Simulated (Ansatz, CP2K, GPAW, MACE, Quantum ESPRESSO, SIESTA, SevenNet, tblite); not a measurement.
**Other levels on Ta2H10C4Cl8O3 (P2_1/c) (108 atoms)**

The cell holds 108 atoms: 8 Ta, 40 H, 16 C, 32 Cl and 12 O. Its edges and angles: a = 6.639 Å, b = 26.008 Å, c = 10.653 Å, α = 90.0°, β = 114.3°, γ = 90.0°. It derives from Ta2H10C4Cl8O3 (P2_1/c), repeated 1×1×1. Ta2H10C4Cl8O3, space group P2_1/c, structure from the Crystallography Open Database, 1 x 1 x 1 conventional cells; every coordinate displaced by a Gaussian of 0.02 Å; bonds to H set to neutron lengths (C-H 1.089, N-H 1.015, O-H 0.983, B-H 1.19 Å) where the listed ones are shorter. Then every atom was moved at random, 0.05 Å r.m.s. a Cartesian component (hydrogen 0.6 of that).

Geometry: as built.

The reference, a calculation:

| Item | Value |
| --- | --- |
| method | Kohn-Sham DFT, PBE, PAW, plane waves (Ansatz 0.2.0); cutoff 420 eV, Γ point, fermi-dirac smearing of 0.05 eV; PAW set soft_2 |
| r.m.s. force component | 1.993 eV/Å |
| longest force | 11.93 eV/Å |
| pressure | 4.276 GPa |
| gap (highest filled to lowest empty level) | 2.143 eV |
| SCF cycles | 11 |
| time | 25 s on 4 threads of Arm Neoverse V1, shared host |
| CPU time | 97 s |

Runs, in no order:
A. GPAW PBE, LCAO sz(dzp), h 0.18 Å: Kohn-Sham DFT, PBE, PAW, atomic orbitals (sz(dzp))
B. GPAW RPBE, LCAO dzp, h 0.18 Å: Kohn-Sham DFT, RPBE, PAW, atomic orbitals (dzp)
C. SevenNet l3i5 potential: machine-learned interatomic potential SevenNet l3i5, trained on PBE(+U) plane-wave data
D. CP2K PBE, DZVP-UZH, 300/50 Ry, diagonalisation: Kohn-Sham DFT, PBE, GTH-PBE pseudopotentials, Gaussian and plane waves, DZVP-MOLOPT (UZH set), diagonalisation
E. QE PBE, sssp-1.3.0-efficiency, 60/480 Ry: Kohn-Sham DFT, PBE, SSSP efficiency 1.3.0 pseudopotentials, plane waves

Q: Order them from the smallest to the largest r.m.s. force difference.

E, D, C, B, A.

```
                                              run  Δ force, r.m.s. (meV/Å)  share of r.m.s. force (%)  CPU time
      E. QE PBE, sssp-1.3.0-efficiency, 60/480 Ry                     49.0                       2.46    44 min
D. CP2K PBE, DZVP-UZH, 300/50 Ry, diagonalisation                      128                       6.43    12 min
                       C. SevenNet l3i5 potential                      182                       9.14      10 s
                 B. GPAW RPBE, LCAO dzp, h 0.18 Å                      342                       17.1   2.4 min
              A. GPAW PBE, LCAO sz(dzp), h 0.18 Å                     1681                       84.4      55 s
```

Machine-learned potentials mimic data converged in k, so the reference's own k-point error enters their differences. The published positions, changed by the recipe (random displacements or longer bonds to H), lie far from the minimum at this level of theory. The electronic-structure runs sample only Γ, in a cell whose shortest periodic width is 6 Å.

[Logs are printed without paths, hosts, clocks, repeated set-up lines and the standing remarks that a program may print on its own settings, such as how far it seeks lower states.]

[Hosts, paths, dates, database ids (printed as entryN), source tags and the programs' standing remarks are cut or masked in the printed files.]
